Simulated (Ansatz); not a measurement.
```cif
data_rb2wcl6
_symmetry_space_group_name_H-M 'Fm-3m'
_symmetry_Int_Tables_number 225
_cell_length_a 9.5350
_cell_length_b 9.5350
_cell_length_c 9.5350
_cell_angle_alpha 90.000
_cell_angle_beta 90.000
_cell_angle_gamma 90.000
_cell_volume 866.90
loop_
_atom_site_label
_atom_site_type_symbol
_atom_site_symmetry_multiplicity
_atom_site_Wyckoff_symbol
_atom_site_fract_x
_atom_site_fract_y
_atom_site_fract_z
_atom_site_occupancy
Rb1 Rb 8 c 0.75000 0.75000 0.25000 1
W1 W 4 a 0.00000 0.00000 0.00000 1
Cl1 Cl 24 e 0.00000 0.74568 0.50000 1
_calc_subject 'A low-energy model for Rb2WCl6 (started from the K2PtCl6 type) (Fm-3m): bands, U and J'
_calc_method 'DFT, LDA, plane waves, PAW (and 1 further level or step)'
_calc_program 'Ansatz 0.2.0'
_calc_settings_of_one_run 'cutoff 420 eV, 4×4×4 k-mesh, smearing width 0.08 eV, default PAW, coordination {"W": "octahedral"}, magnetic state non-magnetic by constraint'
_calc_cost '3 runs, 2.7 min in all on 4 threads of Arm Neoverse V1, shared host (the runs of this entry)'
_calc_notes 'The structure was built from a prototype and need not be the compound’s stable phase. The structure was relaxed with LDA. The structure type comes from a generator and need not be one that this composition takes. Limits: no spin-orbit coupling. The bands cross the Fermi level under this constraint, which need not be the crystal’s state: magnetic order, correlation or a lattice distortion may open a gap. Spin-orbit coupling, which is strong for atoms this heavy, is left out. Coarse meshes can leave U off its limit, most where the target bands are metallic.'
_calc_w_t2g 'U 3.15 eV, U′ 2.60 eV, J 0.24 eV, bare V 9.9 eV'
_calc_w_t2g_anion_p 'U 4.61 eV, U′ 3.82 eV, J 0.38 eV, bare V 12.6 eV'
_calc_method 'constrained RPA on non-magnetic LDA, 2×2×2 mesh, static; search for lower states off'
```

[Paths, hosts, dates, memory and timing lines, banners, echoed tables and standing remarks are left out of the program output.]

[Logs are printed without paths, hosts, clocks, repeated set-up lines and the standing remarks that a program may print on its own settings, such as how far it seeks lower states.]

[Runs of the session that timed out or met a known fault of the program may be left out.]

[Hosts, paths, dates, database ids (printed as entryN), source tags and the programs' standing remarks are cut or masked in the printed files.]
